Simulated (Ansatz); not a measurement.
## PbO (model cell, started as layered BN type): a soft mode frozen in

Wanted: the energy along a soft mode of PbO (model cell, started as layered BN type) and the structure at the end.

Program: Ansatz 0.2.0. Level of theory: DFT PBEsol, scalar-relativistic, plane waves, PAW; PAW set soft_1. Results are calculated unless marked as measured.

The structure was built from a prototype and need not be the compound's stable phase.

### Step 1. Set-up

Symmetry: P6_3/mmc, No. 194, hexagonal system. Conventional cell: a = 4.239 Å, b = 4.239 Å, c = 5.243 Å, α = 90.00°, β = 90.00°, γ = 120.00°. Nearest to Pb lie 5 O at 2.45 to 2.62 Å. Nearest to O lie 5 Pb at 2.45 to 2.62 Å. Farther neighbours and most contacts between anions are not listed.

### Step 2. The dispersion

The cell comes from relaxations at this level that are not shown. Stability and thermal properties need the whole zone. Linear response on a 3×3×2 q mesh gives force constants as far as a supercell of that size would, and the tensors from the zone-centre run are typed in so that the long-range dipole term is interpolated apart.

Contents of input.yaml:

```yaml
crystal:
  lattice:
    - [4.2392552545, 2.9652e-06, 0.0]
    - [-2.1196301952, 3.671301261, 0.0]
    - [0.0, 0.0, 5.2432298645]
  atoms:
    - { symbol: Pb, position: [0.3333333333, 0.6666666667, 0.25] }
    - { symbol: Pb, position: [0.6666666667, 0.3333333333, 0.75] }
    - { symbol: O, position: [0.6666666667, 0.3333333333, 0.25] }
    - { symbol: O, position: [0.3333333333, 0.6666666667, 0.75] }
kpoints:
  mp_grid: { grid: [9, 9, 4] }
hamiltonian:
  xc: pbesol
  pseudopotentials: { kind: paw, azcp: { folder: soft_1 }, xc_functional: pbe }
scf:
  occupations: { method: fixed }
output:
  eigenvalues: true
phonons:
  method: dfpt
  qmesh: [3, 3, 2]
  temperatures: { t_max: 1000, t_step: 50 }
  qpath:
    path:
      - [[0.0, 0.0, 0.0], [0.5, 0.0, 0.0], [0.33333333, 0.33333333, 0.0], [0.0, 0.0, 0.0], [0.0, 0.0, 0.5], [0.5, 0.0, 0.5], [0.33333333, 0.33333333, 0.5], [0.0, 0.0, 0.5]]
      - [[0.5, 0.0, 0.5], [0.5, 0.0, 0.0]]
      - [[0.33333333, 0.33333333, 0.5], [0.33333333, 0.33333333, 0.0]]
    npoints: 10
  non_analytic_term:
    high_frequency_dielectric_tensor: [[8.2793, 0.0, 0.0], [0.0, 8.2793, 0.0], [0.0, 0.0, 10.6815]]
    born_effective_charges:
      - { species: Pb, tensor: [[2.4159, 0.0, 0.0], [0.0, 2.4159, 0.0], [0.0, 0.0, 3.5918]] }
      - { species: Pb, tensor: [[2.4159, 0.0, 0.0], [0.0, 2.4159, 0.0], [0.0, 0.0, 3.5918]] }
      - { species: O, tensor: [[-2.4159, 0.0, 0.0], [0.0, -2.4159, 0.0], [0.0, 0.0, -3.5918]] }
      - { species: O, tensor: [[-2.4159, 0.0, 0.0], [0.0, -2.4159, 0.0], [0.0, 0.0, -3.5918]] }
    source: "zone-centre run at this cell"
```

The run is started by

```sh
> ansatz run input.yaml --threads 4 --pin off --max-ram 10240MiB --backend cpu --events-out ev --progress --plain --runs-dir out
```

Numbers of over 12 decimals in the logs are rounded to 6 here.

The program printed:

```text
Warning: phonons: the dynamical matrix that this run interpolates holds no multipole term above the dipole-dipole one, and a site of this crystal is no centre of inversion, so its interpolated transverse optical and acoustic branches and sound speeds can stay off near Gamma, and the density of states and the thermodynamics with them. What a run solves at a wave vector of phonons.qpoints, Gamma apart, where the deck admits one, is free of this, and under fd what a larger phonons.supercell samples
Engine: ansatz 0.2.0, aarch64-unknown-linux-gnu
Pseudopotentials: kind: paw
Pseudopotential: Pb, paw, valence charge 14, recommended cutoff 420 eV (normal), soft_1/Pb.paw.azcp
Pseudopotential: O, paw, valence charge 6, recommended cutoff 420 eV (normal), soft_1/O.paw.azcp
Functional definition: PBEsol
  exchange = pbesol_x
  correlation = pbesol_c
Crystal: 4 atoms, lattice volume = 81.603 Å³
Basis set: ecut = 420 eV, 1595 PW (Γ), exchange–correlation on 60×60×72 points (8 copies of the dense FFT grid, shifted against one another)
Bands: 24, of which v1, the nominal top of the filled ones, is band 20 counted from 1 (19 counted from 0)
Symmetry: 24 space group operations
k-points: 36 of 324
Non-local potential: Pb, projectors of the file, l = 0: 2, l = 1: 2, l = 2: 2, l = 3: 1
Non-local potential: O, projectors of the file, l = 0: 2, l = 1: 2, l = 2: 1
PAW form: soft (Blöchl's): semilocal exchange-correlation on the pseudo side does not see the compensation charge
PAW frozen core: Pb, regenerated for the run's functional, and the local potential with it (the file was generated under x = pbe(κ = 0.804, μ = 0.219515), c = pbe(β = 0.066725))
PAW frozen core: O, regenerated for the run's functional, and the local potential with it (the file was generated under x = pbe(κ = 0.804, μ = 0.219515), c = pbe(β = 0.066725))
PAW one-centre angular grid: Pb, 590 points (default); XC on 64 Gauss nodes
PAW one-centre angular grid: O, 110 points (default); XC on 64 Gauss nodes
Initial density: superposition of atomic densities (chi_scale 0.1, normalization cell, long waves kept (reshape's long-wave potential 0.00 eV rms))
Initial wavefunctions: pseudopotential atomic-orbital guess
Functional: x = pbesol(κ = 0.804, μ = 0.123457), c = pbesol(β = 0.046)
SCF iter   1: F=—  HF=-24634.821533 eV  |F-HF|=—  |Δ(HF+E_count)|=         —  Δρ=3.20e-2  dr2=1.34e0  ethr=3.10e-3  ⟨swp⟩=5.0  Hψ=3271  notcnv=0  defer=59
preconditioner: auto → Resta (q_TF=auto, 2.423 Å⁻¹)  ε∞=3.9  [insulator: Δε(μ)=1.553 eV  Ē_g=15.229 eV  n_scr=22 (ndim 8)  ℏωp=26.0 eV  f_vac=0.007  ε∞_Penn≈3.9]
SCF iter   2: F=—  HF=-24634.600073 eV  |F-HF|=—  |Δ(HF+E_count)|=   2.21e-1  Δρ=2.38e-2  dr2=3.03e-1  ethr=3.10e-3  ⟨swp⟩=2.6  Hψ=1678  notcnv=0  defer=61
SCF iter   3: F=—  HF=-24634.560742 eV  |F-HF|=—  |Δ(HF+E_count)|=   3.93e-2  Δρ=1.01e-2  dr2=1.58e-1  ethr=7.58e-4  ⟨swp⟩=2.2  Hψ=1162  notcnv=0  defer=68
SCF iter   4: F=—  HF=-24634.539184 eV  |F-HF|=—  |Δ(HF+E_count)|=   2.16e-2  Δρ=2.28e-3  dr2=6.06e-3  ethr=3.95e-4  ⟨swp⟩=2.1  Hψ=1107  notcnv=0  defer=69
SCF iter   5: F=—  HF=-24634.541919 eV  |F-HF|=—  |Δ(HF+E_count)|=   2.73e-3  Δρ=8.62e-4  dr2=8.10e-4  ethr=1.51e-5  ⟨swp⟩=2.1  Hψ=1463  notcnv=0  defer=69
SCF iter   6: F=—  HF=-24634.543058 eV  |F-HF|=—  |Δ(HF+E_count)|=   1.14e-3  Δρ=1.76e-4  dr2=2.23e-5  ethr=2.03e-6  ⟨swp⟩=2.2  Hψ=1235  notcnv=0  defer=69
SCF iter   7: F=—  HF=-24634.543091 eV  |F-HF|=—  |Δ(HF+E_count)|=   3.30e-5  Δρ=2.71e-5  dr2=5.16e-7  ethr=5.57e-8  ⟨swp⟩=2.9  Hψ=1626  notcnv=0  defer=44
SCF iter   8: F=—  HF=-24634.543100 eV  |F-HF|=—  |Δ(HF+E_count)|=   8.79e-6  Δρ=4.00e-6  dr2=1.14e-8  ethr=1.29e-9  ⟨swp⟩=2.0  Hψ=1512  notcnv=0  defer=4
SCF iter   9: F=—  HF=-24634.543100 eV  |F-HF|=—  |Δ(HF+E_count)|=   2.49e-8  Δρ=1.05e-6  dr2=8.50e-10  ethr=2.84e-11  ⟨swp⟩=2.4  Hψ=1572  notcnv=0  defer=4
SCF iter  10: F=—  HF=-24634.543100 eV  |F-HF|=—  |Δ(HF+E_count)|=   1.16e-9  Δρ=1.83e-7  dr2=1.99e-11  ethr=2.13e-12  ⟨swp⟩=2.0  Hψ=1512  notcnv=0  defer=4
SCF iter  11: F=-24634.543100 eV  HF=-24634.543100 eV  |F-HF|=0.00e0  |Δ(HF+E_count)|=  5.09e-11  Δρ=6.35e-8  dr2=3.15e-12  ethr=1.00e-12  ⟨swp⟩=8.3  Hψ=5152  notcnv=0
SCF 1 converged in 11 iterations: F = -24634.543100 eV  dr2 = 3.15e-12
  greatest PAW one-centre occupation: 0.983 electrons in one spin orbital (limit 2), on the Pb atom at site 1 (counted from 0), in its partial waves of l = 2
NSCF: frozen V_eff on 36 k-points
NSCF: frozen V_eff on 123 k-points
DFPT response loops at q = (0, 0, 0) (fractional): preconditioner auto → Resta (q_TF=auto, 2.423 Å⁻¹)  ε∞=7.1 (no band partly filled); β = 1.00, the filter's whole step (`scf.mixing.beta` (0.50) is not read by the response loops at its default; to damp them type it under 1.00, their step now; it binds the ground state too); Broyden in place of MSR1
NSCF: frozen V_eff on 246 k-points
DFPT response loops at q = (0, 0, -0.5) (fractional): mixed as the last ones told, above
NSCF: frozen V_eff on 486 k-points
DFPT response loops at q = (0, 0.333333, 0) (fractional): mixed as the last ones told, above
NSCF: frozen V_eff on 486 k-points
DFPT response loops at q = (0, 0.333333, -0.5) (fractional): mixed as the last ones told, above
NSCF: frozen V_eff on 486 k-points
DFPT response loops at q = (0.333333, 0.333333, 0) (fractional): mixed as the last ones told, above
NSCF: frozen V_eff on 486 k-points
DFPT response loops at q = (0.333333, 0.333333, -0.5) (fractional): mixed as the last ones told, above
SCF converged after 11 iterations
Free energy (F): -24634.543100 eV
Harris-Foulkes:  -24634.543100 eV  (|F-HF|=0.00e0)
Internal energy: -24634.543100 eV  (E = F + TS)
E sigma→0 (E₀):  -24634.543100 eV
Fermi energy:    8.807462 eV
--- Per-component energies (eV) ---
  E_band       = -110.217790
  E_kinetic    = 917.247330
  E_local      = -2872.122133  (includes V_loc(G=0)·N_el)
  E_nonlocal   = 719.466013
  E_hartree    = 1099.881307
  E_xc         = -551.628710
  E_vxc        = -459.475719  (∫ρ·V_xc dr)
  E_paw        = -20791.919607  (= ΣΔE_a)
  E_vpaw       = -615.097385  (= ΣTr[D̂ρ^β])
  E_aug_tail   = 0.001454  (compensation charges beyond the density's cutoff)
  E_ewald      = -3155.663670
  E_core_change = 0.194916  (= ΣΔE_core)
  E_smearing   = -0.000000  (= −TS)
  E_closure    = -0.000000  (closes the sum)
  Σ components = -24634.543100   (vs F -24634.543100, Δ=0.00e0)
--- Band table (eV; the first three rows and the last of 36) ---
  k-point 0: bands = [... 16 lower, 5.2983, 6.1487, 6.1715, 6.1715, 12.6429, 12.9015, 12.9015, 13.5961]
  k-point 1: bands = [... 16 lower, 5.4514, 6.0766, 6.0766, 6.7762, 12.1418, 12.8075, 12.8075, 13.2931]
  k-point 2: bands = [... 16 lower, 5.7929, 5.7929, 7.2590, 7.2590, 11.9917, 11.9917, 12.8660, 12.8660]
  k-point 35: bands = [... 16 lower, 6.5083, 6.5083, 8.8075, 8.8075, 10.0044, 10.0044, 11.9808, 11.9808]
--- Phonons (Γ-DFPT): 4 representative perturbations + reference (Σ response iterations 15) ---
  ASR residual: 7.365e-5 → 0.000e0 eV/Å²; symmetrization residual: 3.809e-6 eV/Å²
  ASR residual per site (eV/Å²): 2.79e-5 2.79e-5 7.36e-5 7.36e-5
  Γ frequencies (cm⁻¹): -205.03 -127.48 0.00 0.00 0.00 57.94 57.94 102.21 217.86 217.86 247.42 247.42
--- Phonons (arbitrary-q DFPT): 6 irreducible q on the 3×3×2 mesh ---
  q = [0.0000, 0.0000, 0.0000] (star 1, of the zone-centre solve; hermiticity 1.66e-6, symmetrization 1.22e-7): -205.03 -127.48 -0.00 -0.00 0.00 57.94 57.94 102.21 217.86 217.86 247.42 247.42
  q = [0.0000, 0.0000, -0.5000] (star 1, 4 solved perturbations in 318 linear systems a pass and spin channel, the states on 123 of 324 k-point pairs; hermiticity 5.22e-7, symmetrization 1.30e-7): 44.91 44.91 44.91 44.91 87.17 87.17 246.37 246.37 246.37 246.37 292.75 292.75
  q = [0.0000, 0.3333, 0.0000] (star 6, 6 solved perturbations in 1242 linear systems a pass and spin channel, the states on 243 of 324 k-point pairs; hermiticity 7.72e-7, symmetrization 5.89e-8): -190.28 -110.09 -58.56 29.11 45.20 87.33 87.68 105.84 118.31 172.17 276.82 313.62
  q = [0.0000, 0.3333, -0.5000] (star 6, 6 solved perturbations in 1242 linear systems a pass and spin channel, the states on 243 of 324 k-point pairs; hermiticity 8.54e-7, symmetrization 1.10e-7): 37.91 37.91 47.70 47.70 114.78 114.78 160.95 160.95 232.61 232.61 342.27 342.27
  q = [0.3333, 0.3333, 0.0000] (star 2, 4 solved perturbations in 600 linear systems a pass and spin channel, the states on 243 of 324 k-point pairs; hermiticity 8.22e-7, symmetrization 2.05e-7): -178.88 -147.95 -147.95 -94.32 67.02 67.02 74.83 103.97 107.65 107.65 313.96 313.96
  q = [0.3333, 0.3333, -0.5000] (star 2, 4 solved perturbations in 600 linear systems a pass and spin channel, the states on 243 of 324 k-point pairs; hermiticity 3.80e-7, symmetrization 2.00e-7): -116.57 -116.57 40.57 40.57 90.52 90.52 125.37 125.37 244.24 244.24 356.34 356.34
  sum rule: each row above includes the acoustic sum rule's correction from the zone centre's row sums; it moved no ω² by more than (1.12 cm⁻¹)²
  mesh force constants: q→R imaginary residual 0.00e0; ASR residual 7.365e-5 → 0.000e0 eV/Å²; symmetrization residual 1.066e-14 eV/Å²
  interpolated dispersion: 94 rows × 12 modes
  density of states and harmonic sums: on the 18×18×12 q-mesh, interpolated from the force constants of a 3×3×2 supercell (with the dipole–dipole term of supplied tensors)
  largest difference from the sums on the solved wave vectors: F 4.68e-2 eV, S 5.81e-5 and C_V 1.47e-5 eV/K
  zero-point energy: 0.093944 eV/cell   skipped modes (ω ≤ 0): 468, of them read as no rigid motion or as one in doubt: 465 (1.812e0 modes/cell left out, lowest -205.03 cm⁻¹)   left out of the sums: 1.51e-1 of the cell's modes: C_V's classical limit lies that fraction below 3 k_B per atom; for a crystal, a wire or a layer, F and S can be off by more, and a phonons.interpolated_qmesh denser along its periods is the remedy for the sampling
```

Wall time 3.9 min (4 threads of Arm Neoverse V1, shared host); peak memory 1.4 GiB; 15 min of CPU time.

The column dr2 measures how far the density is from self-consistency, as an energy; F and HF (Harris–Foulkes) agree once it is small.

A gap read on the k-mesh alone can miss the band edges.

Numbers from this step:

| Property | Result |
| --- | --- |
| gap on the k-mesh | 1.197 eV |
| volume per atom | 20.40 Å³ |
| sum-rule residual before enforcement | 7.36e-5 eV/Å² |
| lowest frequency on the path | -205.0 cm⁻¹ |
| point group | 6/mmm |
| highest frequency on the path or at a solved wavevector | 356.3 cm⁻¹ |
| highest optical mode at the zone centre (no LO-TO term) | 247.4 cm⁻¹ |
| lowest optical zone-centre mode | -205.0 cm⁻¹ |
| lowest mode on the q mesh (acoustic modes at Γ apart) | -205.0 cm⁻¹ |

Frequencies (cm⁻¹) solved at each irreducible wavevector; negative means imaginary. Frequencies by wavevector, by row:

```csv
q in reciprocal lattice units,star,mode 1,mode 2,mode 3,mode 4,mode 10,mode 11,mode 12
0 0 0,1,-205,-127.5,0,0,217.9,247.4,247.4
0 0 -0.5,1,44.9,44.9,44.9,44.9,246.4,292.8,292.8
0 0.3333 0,6,-190.3,-110.1,-58.6,29.1,172.2,276.8,313.6
0 0.3333 -0.5,6,37.9,37.9,47.7,47.7,232.6,342.3,342.3
0.3333 0.3333 0,2,-178.9,-147.9,-147.9,-94.3,107.7,314,314
0.3333 0.3333 -0.5,2,-116.6,-116.6,40.6,40.6,244.2,356.3,356.3
```

Interpolated from a 3×3×2 q mesh, with the LO-TO term (at Γ the limit along the path; where Γ stands inside the path, tables give the limit on arrival). The phonon branches at the labelled points (cm⁻¹):

```csv
point,branch 1,branch 2,branch 3,branch 4,branch 9,branch 10,branch 11,branch 12
Γ,-205,-128,0,0,218,218,247,344
halfway,-198,-112,-31,36,154,203,263,322
M,-178,-117,-105,17,114,127,278,313
halfway,-170,-148,-125,-47,106,112,296,317
K,-179,-148,-148,-94,108,108,314,314
halfway,-194,-111,-33,-18,135,183,272,320
Γ,-205,-128,0,0,218,218,247,344
halfway,-25,26,26,55,229,250,250,309
A,45,45,45,45,246,246,293,293
halfway,40,40,51,51,232,232,331,331
L,29,29,43,43,234,234,351,351
halfway,-73,-73,45,45,240,240,354,354
H,-117,-117,41,41,244,244,356,356
halfway,28,28,57,57,234,234,338,338
A,45,45,45,45,246,246,293,293
jump to L,29,29,43,43,234,234,351,351
halfway,-75,29,37,50,132,172,305,328
M,-178,-117,-105,17,114,127,278,313
jump to H,-117,-117,41,41,244,244,356,356
halfway,-160,-93,45,45,157,157,329,329
K,-179,-148,-148,-94,108,108,314,314
```

Symmetry leaves 6 wavevectors to solve. The lowest mode among them, the acoustic zeros apart, lies at Γ and is imaginary, 205.0i cm⁻¹, so the energy falls along it.

### Step 3. The mode frozen in, largest atomic shift 0 Å

The mode followed lies at q = (0, 0.333, 0) with frequency 190.3i cm⁻¹, one of the unstable modes though not the softest. At small amplitude the distorted cell has space group no. 12 by a symmetry search on the positions. The undistorted cell that holds it gives the zero of energy on the same k mesh.

System of this step: PbO (model cell, started as layered BN type). It takes space group P6_3/mmc (No. 194, hexagonal). The conventional cell has a = 4.239 Å, b = 4.239 Å, c = 5.243 Å, α = 90.00°, β = 90.00°, γ = 120.00°. Nearest to Pb lie 5 O at 2.45 to 2.62 Å. O has 5 Pb at 2.45 to 2.62 Å nearest. Farther neighbours and most contacts between anions are not listed.

Contents of input.yaml:

```yaml
crystal:
  lattice:
    - [-4.2392552545, -2.9652e-06, 0.0]
    - [0.0, 0.0, -5.2432298645]
    - [-2.1196199234, -11.0139097133, 0.0]
  atoms:
    - { symbol: Pb, position: [0.7777777778, 0.75, 0.4444444444] }
    - { symbol: Pb, position: [0.4444444444, 0.75, 0.1111111111] }
    - { symbol: Pb, position: [0.1111111111, 0.75, 0.7777777778] }
    - { symbol: Pb, position: [0.2222222222, 0.25, 0.5555555556] }
    - { symbol: Pb, position: [0.8888888889, 0.25, 0.2222222222] }
    - { symbol: Pb, position: [0.5555555556, 0.25, 0.8888888889] }
    - { symbol: O, position: [0.2222222222, 0.75, 0.5555555556] }
    - { symbol: O, position: [0.8888888889, 0.75, 0.2222222222] }
    - { symbol: O, position: [0.5555555556, 0.75, 0.8888888889] }
    - { symbol: O, position: [0.7777777778, 0.25, 0.4444444444] }
    - { symbol: O, position: [0.4444444444, 0.25, 0.1111111111] }
    - { symbol: O, position: [0.1111111111, 0.25, 0.7777777778] }
kpoints:
  mp_grid: { grid: [6, 6, 6] }
hamiltonian:
  xc: pbesol
  pseudopotentials: { kind: paw, azcp: { folder: soft_1 }, xc_functional: pbe }
scf:
  occupations: { method: gaussian, width: 0.02 }
output:
  forces: true
  stress: true
  eigenvalues: true
```

The program printed:

```text
[...]
Crystal: 12 atoms, lattice volume = 244.810 Å³
Basis set: ecut = 420 eV, 4775 PW (Γ), exchange–correlation on 60×72×150 points (8 copies of the dense FFT grid, shifted against one another)
Bands: 72, of which v1, the nominal top of the filled ones, is band 60 counted from 1 (59 counted from 0)
Symmetry: 24 space group operations
[...]
k-points: 52 of 216
[...]
k-point 0: bands = [... 56 lower, 6.7481, 6.7481, 7.1364, 7.1364, 10.7589, 10.7589, 12.6380, 12.6467, ... 5 higher]
  k-point 1: bands = [... 56 lower, 6.5531, 6.8718, 6.9364, 7.2971, 10.6336, 10.9591, 12.6393, 12.6511, ... 5 higher]
  k-point 2: bands = [... 56 lower, 6.3249, 6.7159, 6.9352, 7.4029, 10.5640, 11.2572, 12.1547, 12.6446, ... 5 higher]
  k-point 51: bands = [... 56 lower, 8.2098, 8.2098, 8.4435, 8.4435, 10.0773, 10.0773, 10.1052, 10.1052, ... 5 higher]
[key lines of the parts left out:]
SCF converged after 8 iterations
Free energy (F): -73903.660252 eV
Fermi energy:    9.403696 eV
P = ⅓ Tr σ = -0.0093 GPa (-0.093 kbar)
```

The job ended after 13 s (4 threads; peak memory 1.1 GiB; 51 s of CPU time).

Numbers from this step:

```yaml
pressure: -0.009340 GPa
gap_on_the_k_mesh: 1.202 eV
energy_from_the_undistorted_cell: 0 meV/atom
```

At this level the gap is 1.20 eV on the k-mesh of the self-consistent run, which can miss the band edges.

### Step 4. The mode frozen in, largest atomic shift 0.32 Å

The atoms are moved along the unstable eigenvector, the largest shift by 0.32 Å, with the cell fixed.

Contents of input.yaml:

```yaml
crystal:
  lattice:
    - [-4.2392552545, -2.9652e-06, 0.0]
    - [0.0, 0.0, -5.2432298645]
    - [-2.1196199234, -11.0139097133, 0.0]
  atoms:
    - { symbol: Pb, position: [0.7777777778, 0.7492781728, 0.4444444444] }
    - { symbol: Pb, position: [0.4444444444, 0.752792062, 0.1111111111] }
    - { symbol: Pb, position: [0.1111111111, 0.747929739, 0.7777777778] }
    - { symbol: Pb, position: [0.2222222222, 0.2520702567, 0.5555555556] }
    - { symbol: Pb, position: [0.8888888889, 0.2472079853, 0.2222222222] }
    - { symbol: Pb, position: [0.5555555556, 0.2507218331, 0.8888888889] }
    - { symbol: O, position: [0.2222222222, 0.707371498, 0.5555555556] }
    - { symbol: O, position: [0.8888888889, 0.811030234, 0.2222222222] }
    - { symbol: O, position: [0.5555555556, 0.7315967215, 0.8888888889] }
    - { symbol: O, position: [0.7777777778, 0.2684031532, 0.4444444444] }
    - { symbol: O, position: [0.4444444444, 0.1889689164, 0.1111111111] }
    - { symbol: O, position: [0.1111111111, 0.2926285979, 0.7777777778] }
kpoints:
  mp_grid: { grid: [6, 6, 6] }
hamiltonian:
  xc: pbesol
  pseudopotentials: { kind: paw, azcp: { folder: soft_1 }, xc_functional: pbe }
scf:
  occupations: { method: gaussian, width: 0.02 }
output:
  forces: true
  stress: true
  eigenvalues: true
```

The program printed:

```text
[...]
k-point 0: bands = [... 56 lower, 6.7361, 7.0323, 7.1517, 7.3457, 10.6622, 10.7674, 12.4830, 12.4948, ... 5 higher]
  k-point 1: bands = [... 56 lower, 6.6745, 6.9371, 7.2090, 7.3663, 10.5922, 10.9170, 12.4605, 12.5471, ... 5 higher]
  k-point 2: bands = [... 56 lower, 6.5378, 6.7716, 7.2543, 7.4096, 10.5385, 11.2071, 12.1079, 12.4668, ... 5 higher]
  k-point 67: bands = [... 56 lower, 8.0453, 8.1146, 8.2944, 8.3229, 9.6925, 9.7342, 10.1243, 10.2837, ... 5 higher]
[key lines of the parts left out:]
SCF converged after 8 iterations
Free energy (F): -73903.879300 eV
Fermi energy:    9.135899 eV
P = ⅓ Tr σ = 0.3797 GPa (3.797 kbar)
```

Elapsed: 18 s, on 4 threads; peak memory 1.2 GiB.

Numbers from this step:

| Quantity | Value |
| --- | --- |
| pressure | 0.3797 GPa |
| gap on the k-mesh | 1.078 eV |
| energy from the undistorted cell | -18.25 meV/atom |

The energy, extrapolated to zero smearing, is -18.25 meV/atom against the undistorted cell.

The run ends at a pressure of 0.38 GPa, with forces up to 0.28 eV/Å.

(Continued in part 2 of 2.)

[Logs are printed without paths, hosts, clocks, repeated set-up lines and the standing remarks that a program may print on its own settings, such as how far it seeks lower states.]

[Hosts, paths, dates, database ids (printed as entryN), source tags and the programs' standing remarks are cut or masked in the printed files.]
